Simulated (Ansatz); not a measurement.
## SbP: relaxing a made-up structure

This structure for SbP is made up. Its elements were placed in a known structure type with a cell scaled to their sizes. What cell does the guess relax to, and how far off was it?

Main program and level: Ansatz 0.2.0; DFT, PBEsol, plane-wave PAW, files of the set soft_1, scalar-relativistic, no spin, cell and ions relaxed at zero pressure; PAW set soft_1, in the first sound run; inputs show where later runs differ.

**1. The starting structure**

The structure is trigonal, space group R-3m (No. 166). The conventional cell has a = 3.946 Å, b = 3.946 Å, c = 10.724 Å, α = 90.00°, β = 90.00°, γ = 120.00°. Nearest to Sb lie 6 P at 2.90 Å. Nearest to P lie 6 Sb at 2.90 Å. Farther neighbours are not listed.

As a file:

```cif
data_structure
_symmetry_space_group_name_H-M 'R-3m:H'
_symmetry_Int_Tables_number 166
_cell_length_a 3.9460
_cell_length_b 3.9460
_cell_length_c 10.7240
_cell_angle_alpha 90.000
_cell_angle_beta 90.000
_cell_angle_gamma 120.000
_cell_volume 144.61
loop_
_atom_site_label
_atom_site_type_symbol
_atom_site_symmetry_multiplicity
_atom_site_Wyckoff_symbol
_atom_site_fract_x
_atom_site_fract_y
_atom_site_fract_z
_atom_site_occupancy
Sb1 Sb 3 b 0.33333 0.66667 0.16667 1
P1 P 3 a 0.00000 0.00000 0.00000 1
```

**2. Relaxation of the guess**

The guessed cell has no reason to be at equilibrium. It is relaxed with the atoms, within the space group of the guess.

Input file input.yaml:

```yaml
crystal:
  lattice:
    - [1.973, 1.139112081, 3.574666667]
    - [-1.973, 1.139112081, 3.574666667]
    - [0.0, -2.278224162, 3.574666667]
  atoms:
    - { symbol: Sb, position: [0.5, 0.5, 0.5] }
    - { symbol: P, position: [0.0, 0.0, 0.0] }
kpoints:
  mp_grid: { grid: [8, 8, 8] }
scf:
  occupations: { method: fermi_dirac, width: 0.05 }
hamiltonian:
  xc: pbesol
  pseudopotentials: { kind: paw, azcp: { folder: soft_1 }, xc_functional: pbe }
relax:
  f_tol: 0.015
  max_steps: 70
  cell: {}
output:
  forces: true
  stress: true
```

The run is started by

```bash
ansatz run input.yaml --threads 4 --pin off --max-ram 8192MiB --backend cpu --events-out ev --progress --plain --runs-dir out
```

Numbers of over 12 decimals in the logs are rounded to 6 here.

Output:

```text
Engine: ansatz 0.2.0, aarch64-unknown-linux-gnu
Pseudopotentials: kind: paw
Pseudopotential: Sb, paw, valence charge 15, recommended cutoff 420 eV (normal), soft_1/Sb.paw.azcp
Pseudopotential: P, paw, valence charge 5, recommended cutoff 420 eV (normal), soft_1/P.paw.azcp
Functional definition: PBEsol
  exchange = pbesol_x
  correlation = pbesol_c
Crystal: 2 atoms, lattice volume = 48.204 Å³
Basis set: ecut = 420 eV, 929 PW (Γ), exchange–correlation on 60×60×60 points (8 copies of the dense FFT grid, shifted against one another)
Bands: 14, of which v1, the nominal top of the filled ones, is band 10 counted from 1 (9 counted from 0)
Symmetry: 12 space group operations
Space group: R-3m (ITA 166), of the structure as read, at distance tolerance 3.6e-5 Å
k-points: 65 of 512
Non-local potential: Sb, projectors of the file, l = 0: 2, l = 1: 2, l = 2: 2, l = 3: 1
Non-local potential: P, projectors of the file, l = 0: 2, l = 1: 2, l = 2: 1
PAW form: soft (Blöchl's): semilocal exchange-correlation on the pseudo side does not see the compensation charge
PAW frozen core: Sb, regenerated for the run's functional, and the local potential with it (the file was generated under x = pbe(κ = 0.804, μ = 0.219515), c = pbe(β = 0.066725))
PAW frozen core: P, regenerated for the run's functional, and the local potential with it (the file was generated under x = pbe(κ = 0.804, μ = 0.219515), c = pbe(β = 0.066725))
PAW one-centre angular grid: Sb, 590 points (default); XC on 64 Gauss nodes
PAW one-centre angular grid: P, 110 points (default); XC on 64 Gauss nodes
Initial density: superposition of atomic densities (chi_scale 0.1, normalization cell, long waves kept (reshape's long-wave potential 0.00 eV rms))
Initial wavefunctions: pseudopotential atomic-orbital guess
Functional: x = pbesol(κ = 0.804, μ = 0.123457), c = pbesol(β = 0.046)
SCF iter   1: F=—  HF=-7147.972173 eV  |F-HF|=—  |Δ(HF+E_count)|=         —  Δρ=2.27e-2  dr2=4.82e-1  ethr=3.10e-3  ⟨swp⟩=6.4  Hψ=5994  notcnv=0
preconditioner: auto → Kerker (q_TF=auto, 2.356 Å⁻¹)  [metal: Δε(μ)=0.054 eV  Ē_g=9.022 eV  σ=0.050 eV  W_gap=0.26  n_scr=14 (ndim 8)  ℏωp=16.9 eV  f_vac=0.000  D(μ)=0.73/eV (n_scr^D=0)]
SCF iter   2: F=—  HF=-7147.879722 eV  |F-HF|=—  |Δ(HF+E_count)|=   9.25e-2  Δρ=1.19e-2  dr2=1.03e-1  ethr=2.41e-3  ⟨swp⟩=2.0  Hψ=1655  notcnv=0
SCF iter   3: F=—  HF=-7147.859509 eV  |F-HF|=—  |Δ(HF+E_count)|=   2.02e-2  Δρ=3.08e-3  dr2=3.69e-3  ethr=5.14e-4  ⟨swp⟩=2.2  Hψ=1219  notcnv=0
SCF iter   4: F=—  HF=-7147.859921 eV  |F-HF|=—  |Δ(HF+E_count)|=   4.11e-4  Δρ=4.03e-4  dr2=9.82e-5  ethr=1.84e-5  ⟨swp⟩=2.4  Hψ=1237  notcnv=0
SCF iter   5: F=—  HF=-7147.859948 eV  |F-HF|=—  |Δ(HF+E_count)|=   2.75e-5  Δρ=1.67e-4  dr2=1.48e-5  ethr=4.91e-7  ⟨swp⟩=2.1  Hψ=1507  notcnv=0
SCF iter   6: F=—  HF=-7147.859942 eV  |F-HF|=—  |Δ(HF+E_count)|=   6.33e-6  Δρ=6.44e-5  dr2=3.33e-6  ethr=7.40e-8  ⟨swp⟩=2.2  Hψ=1451  notcnv=0
SCF iter   7: F=-7147.859942 eV  HF=-7147.859942 eV  |F-HF|=2.33e-8  |Δ(HF+E_count)|=   2.78e-7  Δρ=1.14e-5  dr2=6.00e-8  ethr=5.00e-10  ⟨swp⟩=4.1  Hψ=4221  notcnv=0
SCF 1 converged in 7 iterations: F = -7147.859942 eV  dr2 = 6.00e-8
  greatest PAW one-centre occupation: 0.996 electrons in one spin orbital (limit 2), on the Sb atom at site 0 (counted from 0), in its partial waves of l = 2
relax step   1: F+E_penalty+E_count = -7147.85994191 eV  Δ(F+E_penalty+E_count) = +0.000e0 eV  max|allowed force component| = 1.052e-30 eV/Å  Δτ_max = 0.0000 Å  P = -7.923 GPa  Ω = 48.204 Å³  (7 SCF iters, dr2 threshold 1.00e-7 eV, accepted)
Crystal: 2 atoms, lattice volume = 43.874 Å³
Basis set: ecut = 420 eV, 875 PW (Γ), exchange–correlation on 60×60×60 points (8 copies of the dense FFT grid, shifted against one another)
Initial density: handed on by an earlier stage of this run
Initial wavefunctions: those handed on with the density
iter 1 solved again at ethr=4.15e-5 eV; its pass at ethr=3.10e-3 eV (dr2=8.31e-3 eV) is discarded
SCF iter   1: F=—  HF=-7148.028274 eV  |F-HF|=—  |Δ(HF+E_count)|=         —  Δρ=3.52e-3  dr2=8.38e-3  ethr=4.15e-5  ⟨swp⟩=2.1  Hψ=7324  notcnv=0
preconditioner: auto → none  [insulator: Δε(μ)=0.148 eV  Ē_g=9.530 eV  σ=0.050 eV  W_gap=0.60  n_scr=14 (ndim 8)  ℏωp=17.7 eV  f_vac=0.000  D(μ)=0.55/eV (n_scr^D=0)  ε∞_Penn≈4.5]
SCF iter   2: F=—  HF=-7148.026887 eV  |F-HF|=—  |Δ(HF+E_count)|=   1.39e-3  Δρ=1.67e-3  dr2=1.84e-3  ethr=4.15e-5  ⟨swp⟩=1.0  Hψ=910  notcnv=0
SCF iter   3: F=—  HF=-7148.026635 eV  |F-HF|=—  |Δ(HF+E_count)|=   2.52e-4  Δρ=1.81e-4  dr2=7.17e-6  ethr=9.20e-6  ⟨swp⟩=2.1  Hψ=1147  notcnv=0
SCF iter   4: F=—  HF=-7148.026636 eV  |F-HF|=—  |Δ(HF+E_count)|=   1.31e-6  Δρ=3.51e-5  dr2=5.75e-7  ethr=3.59e-8  ⟨swp⟩=2.2  Hψ=1580  notcnv=0
iter 5 did not close the SCF: its close was put off for the readings that it lacked (scf_convergence_deferred on its scf_iter line)
SCF iter   5: F=-7148.026636 eV  HF=-7148.026636 eV  |F-HF|=1.59e-9  |Δ(HF+E_count)|=   6.03e-8  Δρ=5.95e-6  dr2=1.33e-8  ethr=2.88e-9  ⟨swp⟩=2.1  Hψ=1577  notcnv=0
SCF iter   6: F=-7148.026636 eV  HF=-7148.026636 eV  |F-HF|=3.01e-10  |Δ(HF+E_count)|=   3.41e-9  Δρ=1.33e-6  dr2=6.98e-10  ethr=6.66e-11  ⟨swp⟩=1.9  Hψ=3101  notcnv=0
SCF 2 converged in 6 iterations: F = -7148.026636 eV  dr2 = 6.98e-10
relax step   2: F+E_penalty+E_count = -7148.02663617 eV  Δ(F+E_penalty+E_count) = -1.667e-1 eV  max|allowed force component| = 3.155e-29 eV/Å  Δτ_max = 0.0000 Å  P = -1.978 GPa  Ω = 43.874 Å³  energy of the carried Pulay correction = +4.003e-4 eV  (6 SCF iters, dr2 threshold 2.00e-7 eV, accepted)
Crystal: 2 atoms, lattice volume = 42.701 Å³
Basis set: ecut = 420 eV, 869 PW (Γ), exchange–correlation on 60×60×60 points (8 copies of the dense FFT grid, shifted against one another)
iter 1 solved again at ethr=8.87e-6 eV; its pass at ethr=3.10e-3 eV (dr2=1.77e-3 eV) is discarded
SCF iter   1: F=—  HF=-7148.048005 eV  |F-HF|=—  |Δ(HF+E_count)|=         —  Δρ=1.77e-3  dr2=1.83e-3  ethr=8.87e-6  ⟨swp⟩=2.8  Hψ=7870  notcnv=0
preconditioner: auto → Kerker (q_TF=auto, 2.404 Å⁻¹)  [metal: Δε(μ)=0.092 eV  Ē_g=9.710 eV  σ=0.050 eV  W_gap=0.41  n_scr=14 (ndim 8)  ℏωp=18.0 eV  f_vac=0.000  D(μ)=0.88/eV (n_scr^D=0)]
SCF iter   2: F=—  HF=-7148.047717 eV  |F-HF|=—  |Δ(HF+E_count)|=   2.88e-4  Δρ=1.04e-3  dr2=6.04e-4  ethr=8.87e-6  ⟨swp⟩=1.1  Hψ=914  notcnv=0
SCF iter   3: F=—  HF=-7148.047625 eV  |F-HF|=—  |Δ(HF+E_count)|=   9.16e-5  Δρ=2.50e-4  dr2=4.00e-5  ethr=3.02e-6  ⟨swp⟩=1.7  Hψ=1077  notcnv=0
SCF iter   4: F=—  HF=-7148.047626 eV  |F-HF|=—  |Δ(HF+E_count)|=   7.66e-7  Δρ=5.45e-5  dr2=1.17e-6  ethr=2.00e-7  ⟨swp⟩=2.2  Hψ=1261  notcnv=0
SCF iter   5: F=-7148.047626 eV  HF=-7148.047626 eV  |F-HF|=7.50e-8  |Δ(HF+E_count)|=   4.23e-7  Δρ=1.56e-5  dr2=7.50e-8  ethr=1.00e-9  ⟨swp⟩=5.9  Hψ=3596  notcnv=0
SCF 3 converged in 5 iterations: F = -7148.047626 eV  dr2 = 7.50e-8
relax step   3: F+E_penalty+E_count = -7148.04762642 eV  Δ(F+E_penalty+E_count) = -2.099e-2 eV  max|allowed force component| = 6.837e-29 eV/Å  Δτ_max = 0.0000 Å  P = +0.746 GPa  Ω = 42.701 Å³  energy of the carried Pulay correction = +5.196e-4 eV  (5 SCF iters, dr2 threshold 2.00e-7 eV, accepted)
Crystal: 2 atoms, lattice volume = 43.106 Å³
iter 1 solved again at ethr=3.86e-7 eV; its pass at ethr=3.10e-3 eV (dr2=7.72e-5 eV) is discarded
SCF iter   1: F=—  HF=-7148.048448 eV  |F-HF|=—  |Δ(HF+E_count)|=         —  Δρ=3.64e-4  dr2=8.29e-5  ethr=3.86e-7  ⟨swp⟩=3.2  Hψ=6947  notcnv=0
preconditioner: auto → Kerker (q_TF=auto, 2.401 Å⁻¹)  [metal: Δε(μ)=0.086 eV  Ē_g=9.652 eV  σ=0.050 eV  W_gap=0.38  n_scr=14 (ndim 8)  ℏωp=17.9 eV  f_vac=0.000  D(μ)=0.88/eV (n_scr^D=0)]
SCF iter   2: F=—  HF=-7148.048434 eV  |F-HF|=—  |Δ(HF+E_count)|=   1.38e-5  Δρ=2.23e-4  dr2=2.87e-5  ethr=3.86e-7  ⟨swp⟩=1.0  Hψ=910  notcnv=0
SCF iter   3: F=—  HF=-7148.048432 eV  |F-HF|=—  |Δ(HF+E_count)|=   2.75e-6  Δρ=5.82e-5  dr2=2.13e-6  ethr=1.43e-7  ⟨swp⟩=1.3  Hψ=1006  notcnv=0
SCF iter   4: F=-7148.048432 eV  HF=-7148.048432 eV  |F-HF|=2.28e-8  |Δ(HF+E_count)|=   6.98e-8  Δρ=1.05e-5  dr2=4.02e-8  ethr=1.00e-9  ⟨swp⟩=3.9  Hψ=3722  notcnv=0
SCF 4 converged in 4 iterations: F = -7148.048432 eV  dr2 = 4.02e-8
relax step   4: F+E_penalty+E_count = -7148.04843174 eV  Δ(F+E_penalty+E_count) = -8.053e-4 eV  max|allowed force component| = 1.473e-29 eV/Å  Δτ_max = 0.0000 Å  P = -0.073 GPa  Ω = 43.106 Å³  energy of the carried Pulay correction = +4.799e-4 eV  (4 SCF iters, dr2 threshold 2.00e-7 eV, accepted)
Crystal: 2 atoms, lattice volume = 43.072 Å³
iter 1 solved again at ethr=2.43e-9 eV; its pass at ethr=3.10e-3 eV (dr2=4.87e-7 eV) is discarded
SCF iter   1: F=—  HF=-7148.048447 eV  |F-HF|=—  |Δ(HF+E_count)|=         —  Δρ=3.31e-5  dr2=5.75e-7  ethr=2.43e-9  ⟨swp⟩=3.6  Hψ=7137  notcnv=0
preconditioner: auto → Kerker (q_TF=auto, 2.401 Å⁻¹)  [metal: Δε(μ)=0.084 eV  Ē_g=9.657 eV  σ=0.050 eV  W_gap=0.37  n_scr=14 (ndim 8)  ℏωp=17.9 eV  f_vac=0.000  D(μ)=0.89/eV (n_scr^D=0)]
SCF iter   2: F=—  HF=-7148.048445 eV  |F-HF|=—  |Δ(HF+E_count)|=   2.42e-6  Δρ=1.96e-5  dr2=1.73e-7  ethr=2.43e-9  ⟨swp⟩=1.0  Hψ=910  notcnv=0
SCF iter   3: F=-7148.048445 eV  HF=-7148.048445 eV  |F-HF|=1.96e-9  |Δ(HF+E_count)|=   6.15e-9  Δρ=4.36e-6  dr2=1.02e-8  ethr=1.07e-10  ⟨swp⟩=4.2  Hψ=3732  notcnv=0
SCF 5 converged in 3 iterations: F = -7148.048445 eV  dr2 = 1.02e-8
relax step   5: F+E_penalty+E_count = -7148.04844472 eV  Δ(F+E_penalty+E_count) = -1.298e-5 eV  max|allowed force component| = 1.157e-29 eV/Å  Δτ_max = 0.0000 Å  P = -0.003 GPa  Ω = 43.072 Å³  energy of the carried Pulay correction = +4.833e-4 eV  (3 SCF iters, dr2 threshold 2.14e-8 eV, accepted)
Basis set: ecut = 420 eV, 875 PW (Γ), exchange–correlation on 54×54×54 points (8 copies of the dense FFT grid, shifted against one another)
Initial wavefunctions: pseudopotential atomic-orbital guess (no wavefunctions were taken with the density)
iter 1 solved again at ethr=1.79e-7 eV; its pass at ethr=3.10e-3 eV (dr2=3.59e-5 eV) is discarded
SCF iter   1: F=—  HF=-7148.048078 eV  |F-HF|=—  |Δ(HF+E_count)|=         —  Δρ=5.99e-5  dr2=2.66e-7  ethr=1.79e-7  ⟨swp⟩=4.5  Hψ=9128  notcnv=0
SCF iter   2: F=—  HF=-7148.048084 eV  |F-HF|=—  |Δ(HF+E_count)|=   5.20e-6  Δρ=3.04e-5  dr2=6.37e-8  ethr=1.33e-9  ⟨swp⟩=2.1  Hψ=1558  notcnv=0
SCF iter   3: F=—  HF=-7148.048084 eV  |F-HF|=—  |Δ(HF+E_count)|=   1.21e-7  Δρ=6.68e-6  dr2=4.85e-9  ethr=3.19e-10  ⟨swp⟩=2.2  Hψ=1509  notcnv=0
SCF iter   4: F=—  HF=-7148.048084 eV  |F-HF|=—  |Δ(HF+E_count)|=   5.65e-9  Δρ=6.03e-7  dr2=1.29e-10  ethr=2.42e-11  ⟨swp⟩=2.4  Hψ=1215  notcnv=0
SCF iter   5: F=-7148.048084 eV  HF=-7148.048084 eV  |F-HF|=3.64e-12  |Δ(HF+E_count)|=  3.09e-11  Δρ=1.44e-7  dr2=1.04e-11  ethr=1.00e-12  ⟨swp⟩=6.9  Hψ=3989  notcnv=0
SCF 6 converged in 5 iterations: F = -7148.048084 eV  dr2 = 1.04e-11
relax step   6: F+E_penalty+E_count = -7148.04808363 eV  Δ(F+E_penalty+E_count) = +3.611e-4 eV  max|allowed force component| = 9.466e-30 eV/Å  Δτ_max = 0.0000 Å  P = -0.006 GPa  Ω = 43.072 Å³  stress off target by 2.11e-2 GPa  SCF on the basis re-selected at this cell (its energy is not comparable with the rows above)  (5 SCF iters)
basis re-selected at this cell: Δ(F+E_penalty+E_count) = +3.611e-4 eV, ΔP = -0.003 GPa vs the last step (what re-selecting the basis moved, of the pressure what is left beyond the Pulay correction that the steps carried, after the strain that the cell walked since its last selection, with what the two solves' SCF thresholds leave and, on support functions, any second-order correction that the steps lacked; it is no measure of the basis error at this ecutwfc). The dense FFT grid was sized anew with the basis: this SCF ran on 27×27×27 points, the steps before it on 30×30×30, so part of this shift can come from that change (see relax.cell in the input reference). [rest of the remark cut]
SCF converged after 5 iterations
Free energy (F): -7148.048084 eV
Harris-Foulkes:  -7148.048084 eV  (|F-HF|=3.64e-12)
Internal energy: -7148.040691 eV  (E = F + TS)
E sigma→0 (E₀):  -7148.044388 eV
Entropy (-TS):   -0.007392 eV (-3.696 meV/atom)
Fermi energy:    10.973476 eV
--- Per-component energies (eV) ---
  E_band       = -134.553900
  E_kinetic    = 230.857477
  E_local      = -1581.543989  (includes V_loc(G=0)·N_el)
  E_nonlocal   = 423.564160
  E_hartree    = 653.973743
  E_xc         = -170.906394
  E_vxc        = -152.556550  (∫ρ·V_xc dr)
  E_paw        = -5009.766224  (= ΣΔE_a)
  E_vpaw       = -362.822553  (= ΣTr[D̂ρ^β])
  E_aug_tail   = 0.000132  (compensation charges beyond the density's cutoff)
  E_ewald      = -1694.597548
  E_core_change = 0.377951  (= ΣΔE_core)
  E_smearing   = -0.007392  (= −TS)
  E_closure    = 0.000000  (closes the sum)
  Σ components = -7148.048084   (vs F -7148.048084, Δ=0.00e0)
--- Forces (eV/Å), atoms counted from 1 ---
  atom   1  Sb     0.00000000     0.00000000    -0.00000000
  atom   2  P     -0.00000000     0.00000000     0.00000000
  max |Σ_I F_I| component: 1.47e-29 eV/Å
--- Stress (GPa, compression-positive) ---
        0.001165       0.000000      -0.000000
        0.000000       0.001165       0.000000
       -0.000000       0.000000      -0.021076
  P = ⅓ Tr σ = -0.0062 GPa (-0.062 kbar)
--- Relaxed structure (5 steps of the walk, 5 accepted, 1 SCFs on fresh bases) ---
  F+E_penalty+E_count = -7148.04808363 eV   max|allowed force component| = 9.466e-30 eV/Å   (the final SCF, on the basis selected at the relaxed cell)
  cell:  # Å, volume = 43.0722 Å³
    - [1.956989, 1.129868, 3.246609]
    - [-1.956989, 1.129868, 3.246609]
    - [0, -2.259736, 3.246609]
  atoms:
    - { symbol: Sb, position: [0.5, 0.5, 0.5] }
    - { symbol: P, position: [0, 0, 0] }
```

It took 4.4 s on 4 threads of Arm Neoverse V1, shared host; peak memory 0.35 GiB.

The steps of the relaxation:

```csv
step,energy less that of the first step (eV),largest force component (eV/Å),pressure (GPa),volume (Å³)
1,0.0000,0.0000,-7.92,48.20
2,-0.1667,0.0000,-1.98,43.87
3,-0.1877,0.0000,0.75,42.70
4,-0.1885,0.0000,-0.07,43.11
5,-0.1885,0.0000,0.00,43.07
6*,-0.1881,0.0000,-0.01,43.07
```

Relaxation steps marked * repeat the geometry before them on a plane-wave basis chosen anew for their cell, so energy and pressure can jump there.

The run keeps the 12 symmetry operations that it works with, so distortions that break them were not tested.

```csv
"conventional cell, symmetrised",before,after,change
a (Å),3.946,3.914,-0.8 %
b (Å),3.946,3.914,-0.8 %
c (Å),10.724,9.740,-9.2 %
volume (Å³/atom),24.10,21.54,-10.6 %
```

Final coordinates:

```
Sb P
1.0
     1.95699    1.12987    3.24661
    -1.95699    1.12987    3.24661
     0.00000   -2.25974    3.24661
Sb P
1 1
Direct
  0.50000 0.50000 0.50000
  0.00000 0.00000 0.00000
```

This step gave:

| Item | Value |
| --- | --- |
| free energy | -7148.0481 eV |
| energy at zero smearing | -7148.0444 eV |
| smearing term TS | 0.007392 eV |
| Fermi energy | 10.97 eV |
| electrons | 20 |
| symmetry operations | 12 |
| pressure | -0.006249 GPa |

The shortest distance of each pair, which need not be the same contact before and after:

```csv
pair,guess (Å),relaxed (Å)
P–Sb,2.896,2.782
Sb–Sb,3.946,3.914
P–P,3.946,3.914
```

The relaxation ends with a pressure of -0.01 GPa.

[end of part 1 of 2]

[Logs are printed without paths, hosts, clocks, repeated set-up lines and the standing remarks that a program may print on its own settings, such as how far it seeks lower states.]

[Hosts, paths, dates, database ids (printed as entryN), source tags and the programs' standing remarks are cut or masked in the printed files.]
